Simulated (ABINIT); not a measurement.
# Diamond (Fd-3m, 2 atoms a cell): G0W0 with ABINIT, start to end

Wanted: ground state, empty states, screening and self-energy for Diamond (Fd-3m, 2 atoms a cell).

Calculated with ABINIT 10.8.3; PBE and many-body steps on it, plane waves.

**What was measured.**

- Gap 5.5 eV: band gap, experimental literature value; bulk crystal (quoted in “Fermi level pinning by defects can explain the large reported carbon 1s binding energy variations in diamond”, 2019, arxiv:1902.02958).

- Gap 5.47 eV: experimental band gap used as input; bulk crystal (quoted in “Enhanced Electron Emission Performance and Air‐Surface Stability in ScO‐Terminated Diamond for Thermionic Energy Converters”, 2024, pmc:11600692).

Most raw output is cut from this account.

### 1. Set-up

Symmetry: Fd-3m, No. 227, cubic system. The conventional cell has a = 3.567 Å, b = 3.567 Å, c = 3.567 Å, α = 90.00°, β = 90.00°, γ = 90.00°. Nearest to C lie 4 C at 1.54 Å.

As a file:

```cif
data_structure
_symmetry_space_group_name_H-M 'P 1'
_symmetry_Int_Tables_number 1
_cell_length_a 2.5221
_cell_length_b 2.5221
_cell_length_c 2.5221
_cell_angle_alpha 60.000
_cell_angle_beta 60.000
_cell_angle_gamma 60.000
_cell_volume 11.34
loop_
_atom_site_label
_atom_site_type_symbol
_atom_site_fract_x
_atom_site_fract_y
_atom_site_fract_z
_atom_site_occupancy
C1 C 0.00000 0.00000 0.00000 1
C2 C 0.25000 0.25000 0.25000 1
```

The cell and positions come from the Crystallography Open Database and are kept as given unless a step says otherwise.

### 2. Ground state

This step: ABINIT 10.8.3; DFT, PBE, plane waves, norm-conserving pseudopotentials.

The ground-state density comes first.

Contents of run.abi:

```
acell 3*1.0 Angstrom
rprim 
  -0.000000000000 1.783370000000 1.783370000000
  1.783370000000 -0.000000000000 1.783370000000
  1.783370000000 1.783370000000 0.000000000000
ntypat 1
znucl 6
natom 2
typat 1 1
xred 
  -0.000000000000 0.000000000000 0.000000000000
  0.250000000000 0.250000000000 0.250000000000
pp_dirpath "pseudos"
pseudos "C.upf"
ecut 37
ngkpt 10 10 10
nshiftk 1
shiftk 0 0 0
kptopt 1
chksymbreak 0
nband 9
occopt 1
tolvrs 1e-10
nstep 60
prtwf 0
optforces 0
optstress 0
indata_prefix "in"
outdata_prefix "out"
tmpdata_prefix "tmp"
```

Run with:

```bash
$ OMP_NUM_THREADS=1 mpirun -n 8 abinit run.abi > log
```

It took 3.8 s on 8 MPI ranks of Arm Neoverse N1, shared host; peak memory 0.46 GiB; 29 s of CPU time.

Numbers from this step:

```yaml
total_energy: -327.5546 eV
gap: 4.229 eV
k_of_the_valence_top: 0, 0, 0
k_of_the_conduction_bottom: 0.4, 0.4, 0
least_direct_gap: 5.626 eV
```

The gap is indirect, with the least direct gap 1.40 eV higher.

### 3. Bands along the symmetry lines

Levels along a band path, at the cheap level, show where the edges lie and whether the meshes to come will hold them.

Contents of run.abi:

```
acell 3*1.0 Angstrom
rprim 
  -0.000000000000 1.783370000000 1.783370000000
  1.783370000000 -0.000000000000 1.783370000000
  1.783370000000 1.783370000000 0.000000000000
ntypat 1
znucl 6
natom 2
typat 1 1
xred 
  -0.000000000000 0.000000000000 0.000000000000
  0.250000000000 0.250000000000 0.250000000000
pp_dirpath "pseudos"
pseudos "C.upf"
ecut 37
iscf -2
irdden 1
kptopt 0
nkpt 50
kpt 
  0.00000000 0.00000000 0.00000000
  0.06250000 0.00000000 0.06250000
  0.12500000 0.00000000 0.12500000
  0.18750000 0.00000000 0.18750000
  0.25000000 0.00000000 0.25000000
  0.31250000 0.00000000 0.31250000
  0.37500000 0.00000000 0.37500000
  0.43750000 0.00000000 0.43750000
  0.50000000 0.00000000 0.50000000
  0.51562500 0.03125000 0.51562500
  0.53125000 0.06250000 0.53125000
  0.54687500 0.09375000 0.54687500
  0.56250000 0.12500000 0.56250000
  0.57812500 0.15625000 0.57812500
  0.59375000 0.18750000 0.59375000
  0.60937500 0.21875000 0.60937500
  0.62500000 0.25000000 0.62500000
  0.37500000 0.37500000 0.75000000
  0.32812500 0.32812500 0.65625000
  0.28125000 0.28125000 0.56250000
  0.23437500 0.23437500 0.46875000
  0.18750000 0.18750000 0.37500000
  0.14062500 0.14062500 0.28125000
  0.09375000 0.09375000 0.18750000
  0.04687500 0.04687500 0.09375000
  0.00000000 0.00000000 0.00000000
  0.06250000 0.06250000 0.06250000
  0.12500000 0.12500000 0.12500000
  0.18750000 0.18750000 0.18750000
  0.25000000 0.25000000 0.25000000
  0.31250000 0.31250000 0.31250000
  0.37500000 0.37500000 0.37500000
  0.43750000 0.43750000 0.43750000
  0.50000000 0.50000000 0.50000000
  0.50000000 0.46875000 0.53125000
  0.50000000 0.43750000 0.56250000
  0.50000000 0.40625000 0.59375000
  0.50000000 0.37500000 0.62500000
  0.50000000 0.34375000 0.65625000
  0.50000000 0.31250000 0.68750000
  0.50000000 0.28125000 0.71875000
  0.50000000 0.25000000 0.75000000
  0.50000000 0.21875000 0.71875000
  0.50000000 0.18750000 0.68750000
  0.50000000 0.15625000 0.65625000
  0.50000000 0.12500000 0.62500000
  0.50000000 0.09375000 0.59375000
  0.50000000 0.06250000 0.56250000
  0.50000000 0.03125000 0.53125000
  0.50000000 0.00000000 0.50000000
istwfk *1
nband 11
nbdbuf 2
tolwfr 1e-08
nstep 40
prtwf 0
prtvol 0
indata_prefix "in"
outdata_prefix "out"
tmpdata_prefix "tmp"
```

Wall time 3.1 s (8 MPI ranks); peak memory 0.42 GiB; 24 s of CPU time.

This step gave:

```yaml
gap: 4.190 eV
k_of_the_valence_top: 0, 0, 0
k_of_the_conduction_bottom: 0.375, 0, 0.375
least_direct_gap: 5.626 eV
```

The gap is 4.190 eV, −0.039 eV from the run before at this level.

Electronic bands along the path, in eV, zero at the top of the highest filled band; v1 is the highest filled band, c1 the lowest empty one:

```
    point      v4      v3     v2     v1     c1     c2     c3     c4
        Γ  -21.49    0.00   0.00   0.00   5.63   5.63   5.63  13.33
  halfway  -19.21   -4.52  -4.13  -4.13   4.49  10.31  11.62  11.62
        X  -12.78  -12.78  -6.32  -6.32   4.83   4.83  16.82  16.82
  halfway  -12.69  -12.52  -7.58  -6.07   5.06   6.73  16.13  16.47
        U  -12.99  -11.74  -9.33  -5.38   5.74  10.80  14.40  15.64
jump to K  -12.99  -11.74  -9.33  -5.38   5.74  10.80  14.40  15.64
  halfway  -18.93   -6.52  -5.57  -1.75   8.19   8.69  10.10  13.68
        Γ  -21.49    0.00   0.00   0.00   5.63   5.63   5.63  13.33
  halfway  -19.77   -6.60  -1.75  -1.75   7.83   7.83   8.19  14.64
        L  -15.71  -13.39  -2.81  -2.81   8.52   8.52   8.90  15.71
  halfway  -14.70  -12.38  -6.32  -4.70   8.36   9.50  13.08  14.89
        W  -11.99  -11.99  -8.33  -8.33  10.68  10.68  12.35  12.35
  halfway  -12.44  -12.44  -7.33  -7.33   6.94   6.94  15.58  15.58
        X  -12.78  -12.78  -6.32  -6.32   4.83   4.83  16.82  16.82
```

### 4. Empty states on the mesh, 6×6×6 mesh, 64 bands

The sums over transitions need many empty states on a uniform mesh; this step solves for them.

Contents of run.abi:

```
acell 3*1.0 Angstrom
rprim 
  -0.000000000000 1.783370000000 1.783370000000
  1.783370000000 -0.000000000000 1.783370000000
  1.783370000000 1.783370000000 0.000000000000
ntypat 1
znucl 6
natom 2
typat 1 1
xred 
  -0.000000000000 0.000000000000 0.000000000000
  0.250000000000 0.250000000000 0.250000000000
pp_dirpath "pseudos"
pseudos "C.upf"
ecut 37
ngkpt 6 6 6
nshiftk 1
shiftk 0 0 0
kptopt 1
chksymbreak 0
irdden 1
istwfk *1
nband 64
prtvol 0
optdriver 6
gwr_task "HDIAGO"
paral_kgb 0
occopt 1
indata_prefix "in"
outdata_prefix "out"
tmpdata_prefix "tmp"
```

The job ended after 4.8 s (8 MPI ranks; peak memory 0.59 GiB; 37 s of CPU time).

This step gave:

```
gap                                                           : 4.207 eV
k of the valence top                                          : 0, 0, 0
k of the conduction bottom                                    : 0.3333, 0.3333, 0
least direct gap                                              : 5.626 eV
k points computed                                             : 16
lowest point of the top converged band, above the valence top : 121.9261 eV
```

On this mesh the gap is 4.207 eV.

### 5. Screening, 6×6×6 mesh, 56 bands, screening to 217.7 eV

The RPA dielectric matrix is built and inverted for each q.

This step: RPA screening on PBE, plane waves, norm-conserving pseudopotentials.

Edit run.abi of step 4 so:

```diff
@@ -20,10 +20,11 @@
 chksymbreak 0
-irdden 1
 istwfk *1
-nband 64
-prtvol 0
-optdriver 6
-gwr_task "HDIAGO"
-paral_kgb 0
 occopt 1
+irdwfk 1
+optdriver 3
+nband 56
+ecuteps 8
+inclvkb 2
+awtr 1
+symchi 1
 indata_prefix "in"
```

Run time: 10 s. Hardware: 8 MPI ranks; peak memory 0.7 GiB.

Numbers from this step:

| Property | Result |
| --- | --- |
| ε∞ with local fields, on this mesh, along the program's q direction | 5.755 |
| the same without local fields | 6.186 |
| plasma frequency | 31.18 eV |
| plane waves in the screening matrix | 65 |

Local fields lower ε∞ by 7 %. On a Γ-centred mesh this coarse the value itself is usually too large, while a short band sum pulls it down.

### 6. Self-energy, 6×6×6 mesh, 56 bands, screening to 217.7 eV

The self-energy is evaluated for the states that the input lists, and the levels follow from it, in one-shot runs by the linearised quasiparticle equation.

This step: G0W0 on PBE, plane waves, norm-conserving pseudopotentials.

Edit run.abi of step 5 so:

```diff
@@ -23,8 +23,17 @@
 irdwfk 1
-optdriver 3
+optdriver 4
 nband 56
+gwcalctyp 0
+ecutsigx 37
+symsigma 1
+nkptgw 2
+kptgw 
+  0.0000000000 0.0000000000 0.0000000000
+  0.3333333333 0.3333333333 0.0000000000
+bdgw 
+  2 7
+  3 6
 ecuteps 8
-inclvkb 2
-awtr 1
-symchi 1
+irdscr 1
+ppmodel 1
 indata_prefix "in"
```

Wall time 3.3 s (8 MPI ranks); peak memory 0.81 GiB.

Numbers from this step:

| Quantity | Value |
| --- | --- |
| G0W0 gap on the points computed | 5.481 eV |
| starting gap on the mesh | 4.207 eV |
| k of the valence top | 0, 0, 0 |
| k of the conduction bottom | 0.3333, 0.3333, 0 |
| Z at the valence top | 0.831 |
| Z at the conduction bottom | 0.841 |
| least direct G0W0 gap on the computed points | 7.357 eV |

The gap on the mesh goes from 4.21 eV to 5.48 eV, a correction of +1.27 eV. The start differs from the 4.23 eV found before because the two sample other k points.

Limits: finite bands, cutoff and mesh; coarse k mesh. v1 is the top filled band, c1 the lowest empty one. Levels before and after the correction, in eV, zero at the valence-band top of each column:

|  | conduction bottom | valence top |
| --- | --- | --- |
| Kohn-Sham | 4.21 | 0.00 |
| G0W0 | 5.48 | 0.00 |

|  | level | energy (eV) |
| --- | --- | --- |
| Kohn-Sham | Γ v3-v1 | 0.000 |
| Kohn-Sham | Γ c1-c3 | 5.626 |
| Kohn-Sham | (0.333 0.333 0) v2-v1 | -5.324 |
| Kohn-Sham | (0.333 0.333 0) c1 | 4.207 |
| Kohn-Sham | (0.333 0.333 0) c2 | 7.817 |
| G0W0 | Γ v3-v1 | 0.000 |
| G0W0 | Γ c1-c3 | 7.357 |
| G0W0 | (0.333 0.333 0) v2-v1 | -5.690 |
| G0W0 | (0.333 0.333 0) c1 | 5.481 |
| G0W0 | (0.333 0.333 0) c2 | 9.061 |

### 7. Where the time went

Times are wall times on 8 MPI ranks of Arm Neoverse N1, shared host, good to a factor of about two.

| step | time | share | memory (GiB) |
| --- | --- | --- | --- |
| ground state | 3.8 s | 15 % | 0.46 |
| bands along the symmetry lines | 3.1 s | 13 % | 0.42 |
| empty states on the mesh | 4.8 s | 19 % | 0.59 |
| screening | 10 s | 40 % | 0.7 |
| self-energy | 3.3 s | 13 % | 0.81 |

### 8. Results

* PBE gap: 4.19 eV, indirect
* G0W0 gap on the mesh: 5.48 eV
* GW settings: 6×6×6 mesh, 56 bands, screening to 217.7 eV, Godby-Needs plasmon pole
* known limits: not at the basis limit; coarse k mesh

In words: G0W0 moves the gap on the mesh from 4.21 eV to 5.48 eV (+1.27 eV), with Z of 0.83 and 0.84 at the edges. Local fields lower the RPA ε∞ on this mesh from 6.19 to 5.76; a Γ-centred mesh this coarse tends to raise both, most where the direct gap is narrow, while a short band sum lowers them. Only 2 of the mesh's irreducible points were corrected, so a valley elsewhere could overtake. The dearest step here is «screening». Against experiment, by G0W0@PBE: the gap of 5.46 eV lies −0.04 eV from the measured 5.5 eV (kind not stated, quoted 2019); the gap of 5.46 eV lies −0.01 eV from the measured 5.47 eV (kind not stated, quoted 2024). The calculation has static nuclei and no excitons; a measured gap holds zero-point and thermal motion, which mostly lowers it. Bands and cutoff are finite, so the gap is not at the basis limit. The miss can reach some tenths of an eV and take either sign; the mesh is an error of its own. In the G0W0 run levels were corrected at 2 k points alone, so a gap called «on the mesh» is the least over those, and an edge elsewhere would be missed. The 6×6×6 mesh is coarse for this cell, which bears on the long-range parts of exchange and screening.

[Paths, hosts, dates, memory and timing lines, banners, echoed tables and standing remarks are left out of the program output.]

[Logs are printed without paths, hosts, clocks, repeated set-up lines and the standing remarks that a program may print on its own settings, such as how far it seeks lower states.]

[Runs of the session that timed out or met a known fault of the program may be left out.]

[Hosts, paths, dates, database ids (printed as entryN), source tags and the programs' standing remarks are cut or masked in the printed files.]

[G0W0 gaps are taken among the corrected bands and points alone; a level outside them can change the order at an edge.]

[Where Ansatz stands beside ABINIT at settings called matched, ABINIT's density can come from a denser mesh and the files from another edition; pairs whose starting gaps differed by over 0.03 eV were left out, so agreement reads better than it is.]
